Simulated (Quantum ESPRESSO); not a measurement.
# Magnetic state of NiAgO2 from several starts, part 2 of 2

Does NiAgO2 prefer parallel or opposed moments?

Quantum ESPRESSO 7.5; PBEsol with U = 6 eV on Ni d (ortho-atomic projectors); plane waves with GBRV 1.5 PBEsol potentials, no spin-orbit coupling.

So far, absolute magnetization (μB): step 2 (run 1 (ferro ++)) 3.88.

### 3. Run 2 (antiferro +−)

The input, pw.in:

```
&CONTROL
  calculation = 'scf'
  prefix = 'pwscf'
  outdir = './tmp'
  pseudo_dir = './pseudo'
  disk_io = 'nowf'
/
&SYSTEM
  ibrav = 0
  celldm(1) = 8
  nat = 8
  ntyp = 4
  ecutwfc = 40
  ecutrho = 280
  nbnd = 62
  occupations = 'smearing'
  smearing = 'fd'
  degauss = 0.00367493
  nspin = 2
  starting_magnetization(1) = 0.1111
  starting_magnetization(2) = -0.1111
  starting_magnetization(3) = 0
  starting_magnetization(4) = 0
/
&ELECTRONS
  conv_thr = 1.6d-08
  electron_maxstep = 150
  mixing_beta = 0.3
/
ATOMIC_SPECIES
Ni1    58.6934 ni_pbesol_v1.4.uspp.F.UPF
Ni2    58.6934 ni_pbesol_v1.4.uspp.F.UPF
Ag    107.8682 ag_pbesol_v1.4.uspp.F.UPF
O      15.9990 o_pbesol_v1.2.uspp.F.UPF
CELL_PARAMETERS alat
   0.7084495780681    0.0000000000000    0.0000000000000
  -0.3542247890223    0.6135353318995    0.0000000000000
   0.0000000000000    0.0000000000000    2.9090271524980
ATOMIC_POSITIONS crystal
Ni1     0.0000000000    0.0000000000    0.5000000000
Ni2     0.0000000000    0.0000000000    0.0000000000
Ag      0.6666666700    0.3333333300    0.7500000000
Ag      0.3333333300    0.6666666700    0.2500000000
O       0.3333333300    0.6666666700    0.4180620000
O       0.6666666700    0.3333333300    0.9180620000
O       0.6666666700    0.3333333300    0.5819380000
O       0.3333333300    0.6666666700    0.0819380000
K_POINTS automatic
8 8 2 0 0 0
HUBBARD {ortho-atomic}
U Ni1-3d 6.0000
U Ni2-3d 6.0000
```

Started as:

```bash
$ OMP_NUM_THREADS=1 mpirun -n 4 pw.x -nk 4 -in pw.in > pw.out
```

Log:

```text
[banner, memory and clock lines left out]
Program PWSCF v.7.5 starts

     Message from routine setup:
     using ibrav=0 with symmetry is DISCOURAGED, use correct ibrav instead

     bravais-lattice index     =            0
     lattice parameter (alat)  =       8.0000  a.u.
     unit-cell volume          =     647.3904 (a.u.)^3
     number of atoms/cell      =            8
     number of atomic types    =            4
     number of electrons       =        98.00
     number of Kohn-Sham states=           62
     kinetic-energy cutoff     =      40.0000  Ry
     charge density cutoff     =     280.0000  Ry
     scf convergence threshold =      1.6E-08
     mixing beta               =       0.3000
     number of iterations used =            8  plain     mixing
     Exchange-correlation= SLA  PW   PSX  PSC
                           (   1   4  10   8   0   0   0)
     Hubbard projectors: ortho-atomic
     Hubbard parameters of DFT+U (Dudarev formulation) in eV:
     U(Ni1-3d) =  6.0000
     U(Ni2-3d) =  6.0000

     Internal variables: lda_plus_u =T, lda_plus_u_kind = 0

     Internal variables: orbital_resolved =F, hub_pot_fix =F, apply_U = F

     celldm(1)=   8.000000  celldm(2)=   0.000000  celldm(3)=   0.000000
     celldm(4)=   0.000000  celldm(5)=   0.000000  celldm(6)=   0.000000

     crystal axes: (cart. coord. in units of alat)
               a(1) = (   0.708450   0.000000   0.000000 )
               a(2) = (  -0.354225   0.613535   0.000000 )
               a(3) = (   0.000000   0.000000   2.909027 )

     reciprocal axes: (cart. coord. in units 2 pi/alat)
               b(1) = (  1.411533  0.814949 -0.000000 )
               b(2) = (  0.000000  1.629898  0.000000 )
               b(3) = (  0.000000 -0.000000  0.343758 )

     PseudoPot. # 1 for Ni read from file:
     ni_pbesol_v1.4.uspp.F.UPF
     Pseudo is Ultrasoft + core correction, Zval = 18.0

     PseudoPot. # 2 for Ni read from file:
     ni_pbesol_v1.4.uspp.F.UPF
     Pseudo is Ultrasoft + core correction, Zval = 18.0

     PseudoPot. # 3 for Ag read from file:
     ag_pbesol_v1.4.uspp.F.UPF
     Pseudo is Ultrasoft + core correction, Zval = 19.0

     PseudoPot. # 4 for O  read from file:
     o_pbesol_v1.2.uspp.F.UPF
     Pseudo is Ultrasoft + core correction, Zval =  6.0

     atomic species   valence    mass     pseudopotential
     Ni1              18.00    58.69340     Ni( 1.00)
     Ni2              18.00    58.69340     Ni( 1.00)
     Ag               19.00   107.86820     Ag( 1.00)
     O                 6.00    15.99900     O ( 1.00)

     Starting magnetic structure
     atomic species   magnetization
     Ni1             0.111
     Ni2            -0.111
     Ag              0.000
     O               0.000

     12 Sym. Ops., with inversion, found

   Cartesian axes

     site n.     atom                  positions (alat units)
         1        Ni1    tau(   1) = (   0.0000000   0.0000000   1.4545136  )
         2        Ni2    tau(   2) = (   0.0000000   0.0000000   0.0000000  )
         3        Ag     tau(   3) = (   0.3542248   0.2045118   2.1817704  )
         4        Ag     tau(   4) = (  -0.0000000   0.4090236   0.7272568  )
         5        O      tau(   5) = (  -0.0000000   0.4090236   1.2161537  )
         6        O      tau(   6) = (   0.3542248   0.2045118   2.6706673  )
         7        O      tau(   7) = (   0.3542248   0.2045118   1.6928734  )
         8        O      tau(   8) = (  -0.0000000   0.4090236   0.2383599  )

     number of k points=    20  Fermi-Dirac smearing, width (Ry)=  0.0037
                       cart. coord. in units 2pi/alat
        k(    1) = (   0.0000000   0.0000000   0.0000000), wk =   0.0078125
        k(    2) = (   0.0000000   0.0000000  -0.1718788), wk =   0.0078125
        k(    3) = (   0.0000000   0.2037372   0.0000000), wk =   0.0468750
        k(    4) = (   0.0000000   0.2037372  -0.1718788), wk =   0.0468750
        k(    5) = (   0.0000000   0.4074745   0.0000000), wk =   0.0468750
        [... 15 further k-points ...]

     Dense  grid:    51111 G-vectors     FFT dimensions: (  32,  32, 125)

     Smooth grid:    22245 G-vectors     FFT dimensions: (  24,  24,  96)

     Check: negative core charge=   -0.000008
     Generating pointlists ...
     new r_m :   0.1953 (alat units)  1.5622 (a.u.) for type    1
     new r_m :   0.1953 (alat units)  1.5622 (a.u.) for type    2
     new r_m :   0.2017 (alat units)  1.6134 (a.u.) for type    3
     new r_m :   0.1953 (alat units)  1.5622 (a.u.) for type    4

     Initial potential from superposition of free atoms

     starting charge      92.9999, renormalised to      98.0000

     STARTING HUBBARD OCCUPATIONS:

     =================== HUBBARD OCCUPATIONS ===================
     ------------------------ ATOM    1 ------------------------
     Tr[ns(  1)] (up, down, total) =   5.00000  3.00000  8.00000
     Atomic magnetic moment for atom   1 =   2.00000
     [... lines left out ...]
     ------------------------ ATOM    2 ------------------------
     Tr[ns(  2)] (up, down, total) =   3.00000  5.00000  8.00000
     Atomic magnetic moment for atom   2 =  -2.00000
     [... lines left out ...]
     Number of occupied Hubbard levels =   16.0000

     Atomic wfc used for Hubbard projectors are orthogonalized

     Starting wfcs are   68 randomized atomic wfcs

     Self-consistent Calculation

     iteration #  1     ecut=    40.00 Ry     beta= 0.30
     Davidson diagonalization with overlap
     ethr =  1.00E-02,  avg # of iterations =  3.9

     =================== HUBBARD OCCUPATIONS ===================
     ------------------------ ATOM    1 ------------------------
     Tr[ns(  1)] (up, down, total) =   4.77139  4.53320  9.30458
     Atomic magnetic moment for atom   1 =   0.23819
     [... lines left out ...]
     ------------------------ ATOM    2 ------------------------
     Tr[ns(  2)] (up, down, total) =   4.53340  4.77192  9.30532
     Atomic magnetic moment for atom   2 =  -0.23852
     [... lines left out ...]
     Number of occupied Hubbard levels =   18.6099

     total energy              =   -1368.22800369 Ry
     estimated scf accuracy    <      99.75344936 Ry

     total magnetization       =     0.00 Bohr mag/cell
     absolute magnetization    =     1.14 Bohr mag/cell

     iteration #  2     ecut=    40.00 Ry     beta= 0.30
     Davidson diagonalization with overlap
     ethr =  1.00E-02,  avg # of iterations =  4.7

     total energy              =   -1384.02718067 Ry
     estimated scf accuracy    <     244.42683733 Ry

     total magnetization       =    -0.00 Bohr mag/cell
     absolute magnetization    =     0.19 Bohr mag/cell

     [... further iterations left out ...]

     iteration # 23     ecut=    40.00 Ry     beta= 0.30
     Davidson diagonalization with overlap
     ethr =  5.99E-11,  avg # of iterations =  1.9

     total energy              =   -1405.59772101 Ry
     estimated scf accuracy    <       0.00000003 Ry

     total magnetization       =     0.00 Bohr mag/cell
     absolute magnetization    =     3.64 Bohr mag/cell

     iteration # 24     ecut=    40.00 Ry     beta= 0.30
     Davidson diagonalization with overlap
     ethr =  3.08E-11,  avg # of iterations =  2.0

     Magnetic moment per site  (integrated on atomic sphere of radius R)
     atom   1 (R=0.195)  charge= 15.4088  magn=  1.3932
     atom   2 (R=0.195)  charge= 15.4108  magn= -1.3933
     atom   3 (R=0.202)  charge= 15.3296  magn= -0.0000
     atom   4 (R=0.202)  charge= 15.3296  magn= -0.0000
     atom   5 (R=0.195)  charge=  5.4051  magn= -0.1530
     atom   6 (R=0.195)  charge=  5.4047  magn=  0.1529
     atom   7 (R=0.195)  charge=  5.4051  magn= -0.1530
     atom   8 (R=0.195)  charge=  5.4047  magn=  0.1529

     End of self-consistent calculation

     =================== HUBBARD OCCUPATIONS ===================
     ------------------------ ATOM    1 ------------------------
     Tr[ns(  1)] (up, down, total) =   4.80119  3.37972  8.18091
     Atomic magnetic moment for atom   1 =   1.42147
     [... lines left out ...]
     ------------------------ ATOM    2 ------------------------
     Tr[ns(  2)] (up, down, total) =   3.37976  4.80116  8.18092
     Atomic magnetic moment for atom   2 =  -1.42140
     [... lines left out ...]
     Number of occupied Hubbard levels =   16.3618

     [... lines left out ...]
     the Fermi energy is    11.0889 ev

!    total energy              =   -1405.59772107 Ry
     estimated scf accuracy    <          8.3E-09 Ry
     smearing contrib. (-TS)   =      -0.00403534 Ry
     internal energy E=F+TS    =   -1405.59368573 Ry

     The total energy is F=E-TS. E is the sum of the following terms:
     one-electron contribution =    -833.66138307 Ry
     hartree contribution      =     463.22038643 Ry
     xc contribution           =    -156.02541280 Ry
     ewald contribution        =    -879.36213339 Ry
     Hubbard energy            =       0.23485710 Ry

     total magnetization       =    -0.00 Bohr mag/cell
     absolute magnetization    =     3.64 Bohr mag/cell

     convergence has been achieved in  24 iterations
```

Elapsed: 2.4 min, on 4 MPI ranks of Arm Neoverse N1, shared host; peak memory 0.71 GiB.

Spin moment in the atom's sphere by atom:

```csv
atom,spin moment in the atom's sphere (μB)
Ni1,1.39
Ni2,-1.39
Ag3,0.00
Ag4,0.00
O5,-0.15
O6,0.15
O7,-0.15
O8,0.15
```

This step gave:

* smearing term TS: 0.05490 eV
* magnetization: 0 μB
* absolute magnetization: 3.637 μB
* final state: antiferromagnetic

### 4. The states side by side

An order is kept where moments of 0.15 μB or more survive with the typed signs; meshes match where a doubled cell samples the same k points as the first cell.

Orders:

```csv
start,final state,typed order kept,energy over the lowest (meV a seeded atom),largest site moment (μB),net moment (μB a cell of the first run),mesh matched,CPU time (s)
ferro ++,ferromagnetic,yes,0,1.395,2,yes,487
antiferro +-,antiferromagnetic,yes,26.32,1.393,0,yes,587.3
```

### 5. Occupations of the corrected shells in the lowest state

Occupations of the Hubbard shells:

| block | type | shell | spin | electrons | occupation numbers |
| --- | --- | --- | --- | --- | --- |
| 1 | Ni | 3d | up | 4.803 | 0.913 0.913 0.992 0.992 0.993 |
| 1 | Ni | 3d | down | 3.379 | 0.202 0.202 0.990 0.992 0.992 |
| 2 | Ni | 3d | up | 4.803 | 0.913 0.913 0.992 0.992 0.993 |
| 2 | Ni | 3d | down | 3.379 | 0.202 0.202 0.990 0.992 0.992 |

### 6. Outcome

```
lowest state found      : ferromagnetic (from ferro ++)
largest site moment     : 1.39 μB
next state with moments : antiferromagnetic, 26.3 meV a seeded atom higher
```

The smearing terms TS of the orders run from 14 to 27 meV a seeded atom, so the differences would change at a smaller width: an order with a larger TS is lowered more by the smearing. Only these 2 starts were compared; other wavevectors, canted and longer-period orders were not. The smearing term is large for its width, so states at the Fermi level are partly filled: at this level the cell is a metal or has a gap of a few widths at most.

[Logs and program files are shortened in this print: banners, set-up blocks, solver, clock and traceback lines can be left out without a mark of their own.]

[Logs are printed without paths, hosts, clocks, repeated set-up lines and the standing remarks that a program may print on its own settings, such as how far it seeks lower states.]

[Hosts, paths, dates, database ids (printed as entryN), source tags and the programs' standing remarks are cut or masked in the printed files.]

[Where a cell is said to come from a database of computed structures, the database is the Materials Project.]
